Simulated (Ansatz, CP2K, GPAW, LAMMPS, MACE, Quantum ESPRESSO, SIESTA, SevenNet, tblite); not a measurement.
**GPAW on liquid (Cs,Li)Cl at 1300 K (106 atoms): settings against a plane-wave reference**

Aim: run liquid (Cs,Li)Cl at 1300 K (106 atoms) in GPAW and see how near its forces come to a plane-wave reference, and at what cost.

Calculated with GPAW 26.7.0; the method is named at each step.

### Step 1. Set-up

The cell holds 106 atoms: 12 Cs, 41 Li and 53 Cl. Cell: a = 14.984 Å, b = 14.984 Å, c = 14.984 Å, α = 90.0°, β = 90.0°, γ = 90.0°. 106 atoms (12 Cs, 41 Li, 53 Cl) placed at random at 1.85 g/cm³, melted at 1800 K for 10 ps at fixed volume with the Lennard-Jones and Coulomb ion parameters for SPC/E (Joung and Cheatham, J. Phys. Chem. B 112, 9020 (2008)), full charges. Snapshot at the end of a hold of 20 ps at 1300 K and fixed volume.

The yardstick, on the same geometry:

| Property | Result |
| --- | --- |
| method | Kohn-Sham DFT, PBE, SSSP efficiency 1.3.0 pseudopotentials, plane waves (Quantum ESPRESSO 7.5); sssp-pbe-1.3.0-efficiency, cutoffs 45/360 Ry, Γ point |
| r.m.s. force component | 0.3551 eV/Å |
| longest force | 1.25 eV/Å |
| pressure | -0.5397 GPa |
| gap (highest filled to lowest empty level) | 3.482 eV |
| time | 8.4 min on 4 MPI ranks of Arm Neoverse V2, shared host |
| CPU time | 34 min |

### Step 2. PBE, LCAO dzp, h 0.2 Å

Method: Kohn-Sham DFT, PBE, PAW, atomic orbitals (dzp).

The input, run.py:

```python
import numpy as np
from ase.io import read
from gpaw import GPAW, FermiDirac

atoms = read("structure.xyz")
atoms.calc = GPAW(
    mode="lcao",
    basis="dzp",
    h=0.2,
    xc="PBE",
    kpts={"size": (1, 1, 1), "gamma": True},
    occupations=FermiDirac(0.05),
    maxiter=200,
    symmetry={"point_group": False},
    txt="gpaw.txt",
)
energy = atoms.get_potential_energy(force_consistent=True)
forces = atoms.get_forces()
print(f"energy {energy:.6f} eV")
print("forces (eV/A)")
for i, (a, f) in enumerate(zip(atoms, forces)):
    print(f"{i:4d} {a.symbol:2s} {f[0]:10.5f} {f[1]:10.5f} {f[2]:10.5f}")
print(f"Fermi level {atoms.calc.get_fermi_level():.4f} eV")
for k in range(len(atoms.calc.get_ibz_k_points())):
    for s in range(atoms.calc.get_number_of_spins()):
        e = atoms.calc.get_eigenvalues(kpt=k, spin=s)
        n = np.searchsorted(e, atoms.calc.get_fermi_level())
        print(f"k {k} spin {s} levels about the Fermi level:", np.round(e[max(n - 6, 0):n], 4).tolist(), "|", np.round(e[n:n + 6], 4).tolist())
```

The input, structure.xyz:

```xyz
106
Lattice="14.98410 0.00000 0.00000 0.00000 14.98410 0.00000 0.00000 0.00000 14.98410" Properties=species:S:1:pos:R:3 pbc="T T T"
Cs 9.54277 11.23778 11.06141
Cs 8.80166 2.66447 2.31175
Cs 2.41888 8.03253 9.85699
Cs 9.57829 1.55730 11.02066
Cs 5.55371 11.75667 6.47433
Cs 0.01693 10.67183 14.33858
Cs 1.05803 3.39959 4.26223
Cs 11.11580 14.43059 0.81334
Cs 5.39068 6.69010 13.62294
Cs 6.84863 14.15233 3.46118
Cs 12.69258 3.95640 12.39784
Cs 3.26234 0.66514 10.09584
Li 11.16675 9.92382 1.11572
Li 3.86185 14.82617 0.12512
Li 10.92820 6.54610 4.09905
Li 10.56514 7.42312 8.88347
Li 14.54207 3.25814 9.06343
Li 4.94236 7.14697 6.21600
Li 13.36312 2.34681 3.39210
Li 3.63245 0.83881 4.97217
Li 6.47957 4.25788 9.59162
Li 2.32508 11.51049 3.71845
Li 14.55391 13.90854 5.58862
Li 12.38091 14.02497 3.72759
Li 4.72029 4.56655 3.95520
Li 3.90740 4.02503 7.66047
Li 6.36015 14.23699 12.42721
Li 9.88441 13.79556 6.53786
Li 12.32757 11.85362 8.39754
Li 13.52929 10.73476 3.89167
Li 13.00845 14.60815 9.50936
Li 7.61312 6.33303 2.27863
Li 8.90700 5.00064 6.21900
Li 0.22716 9.08546 5.39937
Li 7.19806 10.12506 1.74505
Li 0.58873 0.10998 1.10568
Li 5.02537 11.91191 10.50400
Li 4.49358 9.13326 2.92415
Li 4.44773 3.43870 0.83896
Li 13.68528 7.69658 8.57810
Li 0.69736 7.47602 13.57305
Li 2.58416 6.89913 3.45174
Li 8.25684 4.13351 13.83662
Li 1.70489 4.35303 11.48232
Li 6.55120 1.09774 7.83923
Li 11.63156 3.91055 8.44908
Li 1.25747 11.71532 7.97843
Li 1.15003 3.89766 0.45132
Li 11.99612 8.36982 12.62440
Li 3.21499 11.04178 14.85793
Li 10.04624 10.84249 4.42331
Li 13.09550 6.91831 2.27279
Li 7.57221 9.06958 6.77311
Cl 7.87774 8.19406 0.36816
Cl 4.48654 12.46228 12.82144
Cl 2.86481 4.62769 2.13434
[... 46 atom lines left out ...]
Cl 3.36813 5.23724 5.80664
Cl 1.92051 13.14345 0.24814
Cl 13.83557 5.04395 7.82320
Cl 14.52334 0.06114 3.23582
```

Run with:

```bash
OMP_NUM_THREADS=1 python run.py > output.txt
```

What it wrote:

```text
energy -347.872314 eV
forces (eV/A)
   0 Cs    0.39464   -0.65605   -0.02449
   1 Cs   -0.47935   -0.83800   -0.29859
   2 Cs    0.57662    0.25315   -0.19090
   3 Cs   -0.72977   -0.06771   -0.23845
   4 Cs    0.45545    0.36059    0.62713
   5 Cs   -0.45031    0.24032    0.35789
   6 Cs   -0.60184    0.37638    0.13187
   7 Cs   -0.32548   -0.04706   -1.08230
   8 Cs   -0.47005    0.66877    0.06510
   9 Cs   -0.09162   -0.36577   -0.66648
  10 Cs    0.25024    0.40044    0.73475
  11 Cs   -0.57419   -0.36952    0.66801
  12 Li   -0.17194    0.47721    0.06628
  13 Li   -0.01180    0.12370   -0.39528
  14 Li   -0.06162   -0.35245    0.40045
  15 Li    0.11209    0.07792   -0.13170
  16 Li    0.05505    0.06190   -0.00450
  17 Li   -0.00911   -0.09420   -0.16985
  18 Li   -0.58014   -0.00156   -0.76183
  19 Li   -0.15427   -0.35697    0.35507
  20 Li    0.09783   -0.05946    0.00174
  21 Li    0.23838   -0.10079   -0.19104
  22 Li    0.54120    0.24854    0.16830
  23 Li    0.04975   -0.15433    0.12274
[...]
98 Cl   -0.59162    0.35584   -0.33293
  99 Cl   -0.70809   -0.23783    0.28787
 100 Cl   -0.86957    0.79379   -0.64098
 101 Cl   -0.17240   -0.70447    0.12537
 102 Cl   -0.10089   -0.04055   -0.20771
 103 Cl   -0.06596    0.34946    0.22751
 104 Cl   -0.34858    0.07128    0.02819
 105 Cl   -0.11079    0.13764    0.30343
Fermi level 0.8090 eV
k 0 spin 0 levels about the Fermi level: [-0.7097, -0.6819, -0.6526, -0.6203, -0.593, -0.3865] | [2.9978, 3.7018, 3.8739, 4.0471, 4.1816, 4.3064]
```

gpaw.txt:

```text
Input parameters:
  mode=LCAO(),
  basis={'default': 'dzp'},
  h=0.2,
  kpts=MonkhorstPack(size=(1, 1, 1), gamma=True),
  maxiter=200,
  occupations=Occupations(name='fermi-dirac', width=0.05, fixmagmom=False),
  symmetry=Symmetry(point_group=False),
  xc=XC(name='PBE')
Unit cell  # Å
| periodic |         x |         y |         z |   lengths |    angles |
|----------|-----------|-----------|-----------|-----------|-----------|
|      yes | 14.984100 |  0.000000 |  0.000000 | 14.984100 | 90.000000 |
|      yes |  0.000000 | 14.984100 |  0.000000 | 14.984100 | 90.000000 |
|      yes |  0.000000 |  0.000000 | 14.984100 | 14.984100 | 90.000000 |
Number of symmetries: 1
Symmetry operations  # r_c * U_cc + t_c -> r_c
|   | kind |            matrix            |
|---|------|------------------------------|
| 0 |  E   |  1, 0, 0,  0, 1, 0,  0, 0, 1 |
BZ-sampling:
  Number of BZ points: 1
  Number of IBZ points: 1
  Monkhorst-Pack size: [1, 1, 1]
  Monkhorst-Pack shift: [0, 0, 0]
[... lines left out ...]
      Number of RI-basis functions 0
Reference energy: -3215327.536433  # eV
eigensolver:
density mixing:
  MSR1-Mixer
occupation numbers:
  Fermi-Dirac:
    width: 0.0500  # eV
FastPoissonSolver using
    Stencil: 6*3+1=19 point O(h^6) finite-difference Laplacian
xc functional:
  name: PBE with 2 nearest neighbor stencil
interpolation: tri-quintic # 5. degree polynomial
Initialization done in: 14.310 s
convergence criteria:
- Maximum [total energy] change in last 3 cyles: 0.0005 eV / valence electron
- Maximum integral of absolute [dens]ity change: 0.0001 electrons / valence electron
- Maximum integral of absolute [eigenst]ate change: 4e-08 eV^2 / valence electron
maximum number of iterations: 200
SCF iterations
|iter     |      energy | eigst |  dens |
|---------|-------------|-------|-------|
|iter:   1| -353.256473 |      c|       |
|iter:   2| -351.946819 |      c| -1.18 |
|iter:   3| -347.512830 |      c| -1.21 |
|iter:   4| -347.832589 |      c| -1.68 |
|iter:   5| -347.872270 |      c| -2.18 |
|iter:   6| -347.872336c|      c| -3.05 |
|iter:   7| -347.872315c|      c| -3.58 |
|iter:   8| -347.872314c|      c| -4.05c|
Converged in 8 steps
SCF loop duration: 196.911 s (24.614 s/step)
Energy contributions relative to reference atoms: (reference = -3215327.536433)
Energy contributions:
  Kinetic:         510.196747
  Coulomb:        -509.227299
  Zero:              6.080178
  External:          0.000000
  Xc:             -354.921940
  Entropy:          -0.000000
  Spinorbit:         0.000000
  ----------------------------
  Free energy:    -347.872314
  Extrapolated:   -347.872314
dipole moment: (-48.065005, 6.820244, -62.256200)  # |e|*Ang
Fermi level: 0.809
Eigenvalues  # (at kpt = [0.000, 0.000, 0.000])
| band index |      eig [eV] | occ [0-2] |
|------------|---------------|-----------|
|          0 |       -21.094 |     2.000 |
|        ... |               |           |
|        252 |        -0.739 |     2.000 |
|        253 |        -0.714 |     2.000 |
[...]
|        267 |         4.420 |     0.000 |
|        ... |               |           |
|        315 |         6.205 |     0.000 |
Gap: 3.384 eV
Transition (v -> c):
  (s=0, k=0, n=259, [0.00, 0.00, 0.00]) -> (s=0, k=0, n=260, [0.00, 0.00, 0.00])
No difference between direct/indirect transitions
Force computation time: 61.033  # s
timing:  # [seconds]
  Total:  272.288  # ━━━━━━━━━━━━━━━━━━━━━━━━━━━━━━━━━━━━━━━━━━━━━━━━━━━━━━━━
  Init:    14.309  # ━━━
  SCF:    196.911  # ━━━━━━━━━━━━━━━━━━━━━━━━━━━━━━━━━━━━━━━━╸
  Forces:  61.033  # ━━━━━━━━━━━━╸
```

Wall time 4.6 min (1 thread of Arm Neoverse V2, shared host); peak memory 2.9 GiB.

Banners, paths, timers and routine set-up lines are dropped from the logs unmarked, and long logs keep their key lines alone; longer cuts are marked.

Numbers from this run, and their distance from the reference:

```yaml
r_m_s_force_component: 0.3867 eV/Å
r_m_s_difference_of_force_components: 50.49 meV/Å
longest_difference_of_force_vectors: 192.4 meV/Å
force_difference_over_r_m_s_force: 14.22 %
slope_of_forces_against_the_reference_s: 1.083
correlation_of_force_components: 0.9944
spacing_of_highest_filled_and_lowest_empty_level: 3.384 eV
gap_difference: -0.0978 eV
```

Length of the force difference by element (eV/Å):

| element | atoms | mean | most |
| --- | --- | --- | --- |
| Cl | 53 | 0.077 | 0.17 |
| Cs | 12 | 0.095 | 0.14 |
| Li | 41 | 0.074 | 0.19 |

Levels nearest the highest filled one (eV from it): -0.32, -0.30, -0.27, -0.23, -0.21, 0.00, 3.38, 4.09, 4.26, 4.43, 4.57, 4.69.

Local excerpt of 11 atoms (numbers count through the whole input) about Cs12, one of the 12 Cs atoms; x, y, z are measured from there.

| atom | x | y | z | distance (Å) | bonds | Fx | Fy | Fz (eV/Å) |
| --- | --- | --- | --- | --- | --- | --- | --- | --- |
| Cs12 | 0.00 | 0.00 | 0.00 | 0.00 | 4 | -0.57 | -0.37 | 0.67 |
| Cl74 | 0.96 | 0.89 | -2.75 | 3.05 | 4 | 0.58 | 0.53 | -1.04 |
| Cl83 | 3.04 | 0.84 | 0.05 | 3.16 | 4 | 0.45 | 0.31 | -0.09 |
| Cl61 | -2.86 | 1.83 | 0.96 | 3.53 | 4 | 0.45 | -0.10 | 0.02 |
| Cl96 | 0.31 | -3.50 | -1.27 | 3.74 | 4 | -1.16 | 0.07 | 0.18 |
| Li45 | 3.29 | 0.43 | -2.26 | 4.01 | 3 | 0.05 | 0.19 | 0.24 |
| Li27 | 3.10 | -1.41 | 2.33 | 4.13 | 3 | -0.56 | 0.03 | 0.03 |
| Li37 | 1.76 | -3.74 | 0.41 | 4.15 | 3 | 0.31 | 0.07 | 0.51 |
| Cl85 | 0.28 | 4.16 | -0.12 | 4.17 | 4 | 0.09 | -0.32 | -0.46 |
| Li26 | 0.65 | 3.36 | -2.44 | 4.20 | 3 | 0.19 | -0.14 | 0.34 |
| Li44 | -1.56 | 3.69 | 1.39 | 4.24 | 4 | 0.13 | 0.48 | 0.02 |

Atoms are counted from 1 here, from 0 in the log.

Forces lie 14 % from the reference's, at 0.14 times its CPU time (on 1 against 4 cores).

### Step 3. revPBE, LCAO dzp, h 0.2 Å

Method: Kohn-Sham DFT, revPBE, PAW, atomic orbitals (dzp).

run.py, as its differences from that of step 2:

```diff
@@ -9,3 +9,3 @@
     h=0.2,
-    xc="PBE",
+    xc="revPBE",
     kpts={"size": (1, 1, 1), "gamma": True},
```

structure.xyz is that of step 2.

What it wrote:

```text
energy -331.708081 eV
forces (eV/A)
   0 Cs    0.36463   -0.70239    0.02694
   1 Cs   -0.48986   -0.87927   -0.28851
   2 Cs    0.63297    0.28620   -0.22426
   3 Cs   -0.73328   -0.10260   -0.19649
   4 Cs    0.46506    0.37865    0.65099
   5 Cs   -0.47336    0.27168    0.32366
   6 Cs   -0.63409    0.39615    0.15824
   7 Cs   -0.34239   -0.05604   -1.19343
   8 Cs   -0.49132    0.73823    0.03795
   9 Cs   -0.05461   -0.35672   -0.72604
  10 Cs    0.24282    0.38835    0.79664
  11 Cs   -0.63125   -0.40564    0.73394
  12 Li   -0.18293    0.48401    0.03997
  13 Li    0.00967    0.10693   -0.39804
  14 Li   -0.06043   -0.34790    0.37635
  15 Li    0.07942    0.08079   -0.14799
  16 Li    0.08540    0.04826   -0.03455
  17 Li    0.00069   -0.08029   -0.16002
  18 Li   -0.56733    0.00957   -0.75433
  19 Li   -0.15689   -0.35901    0.34467
  20 Li    0.09250   -0.06322   -0.01696
  21 Li    0.23999   -0.10485   -0.20696
  22 Li    0.53710    0.26969    0.18075
  23 Li    0.03506   -0.15580    0.13973
[...]
98 Cl   -0.64849    0.34048   -0.37914
  99 Cl   -0.73536   -0.25644    0.34932
 100 Cl   -0.92174    0.83676   -0.66149
 101 Cl   -0.15497   -0.71315    0.13427
 102 Cl   -0.15897   -0.02144   -0.18365
 103 Cl   -0.09886    0.38429    0.23011
 104 Cl   -0.32386    0.10969   -0.04974
 105 Cl   -0.07280    0.12625    0.31541
Fermi level 0.9013 eV
k 0 spin 0 levels about the Fermi level: [-0.6014, -0.5718, -0.5417, -0.5091, -0.486, -0.2777] | [3.2716, 4.0074, 4.1527, 4.3391, 4.4946, 4.6044]
```

gpaw.txt:

```text
Input parameters:
  mode=LCAO(),
  basis={'default': 'dzp'},
  h=0.2,
  kpts=MonkhorstPack(size=(1, 1, 1), gamma=True),
  maxiter=200,
  occupations=Occupations(name='fermi-dirac', width=0.05, fixmagmom=False),
  symmetry=Symmetry(point_group=False),
  xc=XC(name='revPBE')
Unit cell  # Å
| periodic |         x |         y |         z |   lengths |    angles |
[... lines left out ...]
  Fermi-Dirac:
[... lines left out ...]
convergence criteria:
- Maximum [total energy] change in last 3 cyles: 0.0005 eV / valence electron
[... lines left out ...]
Converged in 9 steps
[... lines left out ...]
  Free energy:    -331.708081
  Extrapolated:   -331.708081
dipole moment: (-48.089624, 6.967474, -62.366751)  # |e|*Ang
Fermi level: 0.901
Eigenvalues  # (at kpt = [0.000, 0.000, 0.000])
| band index |      eig [eV] | occ [0-2] |
|------------|---------------|-----------|
|          0 |       -21.018 |     2.000 |
|        ... |               |           |
|        252 |        -0.630 |     2.000 |
|        253 |        -0.605 |     2.000 |
[...]
|        267 |         4.718 |     0.000 |
|        ... |               |           |
|        315 |         6.501 |     0.000 |
Gap: 3.549 eV
Transition (v -> c):
  (s=0, k=0, n=259, [0.00, 0.00, 0.00]) -> (s=0, k=0, n=260, [0.00, 0.00, 0.00])
No difference between direct/indirect transitions
Force computation time: 58.609  # s
timing:  # [seconds]
  Total:  292.354  # ━━━━━━━━━━━━━━━━━━━━━━━━━━━━━━━━━━━━━━━━━━━━━━━━━━━━━━━━
  Init:    14.178  # ━━╸
  SCF:    219.538  # ━━━━━━━━━━━━━━━━━━━━━━━━━━━━━━━━━━━━━━━━━━
  Forces:  58.609  # ━━━━━━━━━━━
```

Wall time 4.9 min (1 thread); peak memory 2.9 GiB.

Against the reference:

| Property | Result |
| --- | --- |
| r.m.s. force component | 0.4036 eV/Å |
| r.m.s. difference of force components | 73.41 meV/Å |
| longest difference of force vectors | 266 meV/Å |
| force difference over r.m.s. force | 20.67 % |
| slope of forces against the reference's | 1.124 |
| correlation of force components | 0.9894 |
| gap (highest filled to lowest empty level) | 3.549 eV |
| gap difference | 0.0672 eV |

Against the first run (14 %), the force difference from the reference is 21 %, at 1.1 times the CPU time; the model has changed, so this is no error of the program alone.

### Step 4. All runs compared

Differences are against the plane-wave reference, forces as r.m.s. over components; share is that over the reference's r.m.s. force, slope the least-squares factor from reference forces to these. Total energies of different programs have different zeros and aren't compared.

| run | Δ force, r.m.s. (meV/Å) | share (%) | slope | Δ gap (eV) | cores | CPU time | memory (GiB) |
| --- | --- | --- | --- | --- | --- | --- | --- |
| reference | - | - | - | - | 4 | 34 min | 9.1 |
| GPAW PBE, LCAO dzp, h 0.2 Å | 50.5 | 14.2 | 1.083 | -0.0978 | 1 | 4.6 min | 2.9 |
| GPAW revPBE, LCAO dzp, h 0.2 Å | 73.4 | 20.7 | 1.124 | 0.0672 | 1 | 4.9 min | 2.9 |

CPU time is summed over cores on a shared host, where runs went side by side, so it is rough. Symmetry, cutoffs, thresholds, outputs and thread counts weren't matched or tuned between programs; memory under MPI is the largest rank's times the ranks.

### Step 5. What came out

* nearest in forces: GPAW PBE, LCAO dzp, h 0.2 Å, 14 %
* its CPU time: 4.6 min

In words: The PBE run in local orbitals differs by 14 % (GPAW PBE, LCAO dzp, h 0.2 Å); basis, grid and potentials can all enter. Rows with another functional or a dispersion term differ by 21 % (GPAW revPBE, LCAO dzp, h 0.2 Å), which mixes the change of model with differences of basis and potentials. Of the electronic-structure runs that take under half the reference's CPU time, GPAW PBE, LCAO dzp, h 0.2 Å comes nearest, at 14 % in 4.6 min against 34 min. At the same functional, the gap of GPAW PBE, LCAO dzp, h 0.2 Å lies 0.10 eV below the reference's 3.48 eV. The potentials hold different valence shells: 602 electrons in the reference, 520 in GPAW; this bears on time and differences. The frame stands for 1300 K, but pressures are static and levels are smeared at 580 K. The network of bonds at the start is that of the classical potential that made the cell, and needn't be the one that DFT or experiment would give. The ion parameters were fitted for water, not for melts, so the starting structure of this cell may lie well off the real melt's. The electronic-structure runs sample only Γ, in a cell whose shortest periodic width is 15 Å. Spin–orbit coupling is left out, which matters for the levels of the heavy elements.

[Also dropped from logs without a mark: logging warnings of Python, and SIESTA's first energy breakdown and zero terms.]

[Logs are printed without paths, hosts, clocks, repeated set-up lines and the standing remarks that a program may print on its own settings, such as how far it seeks lower states.]

[Hosts, paths, dates, database ids (printed as entryN), source tags and the programs' standing remarks are cut or masked in the printed files.]
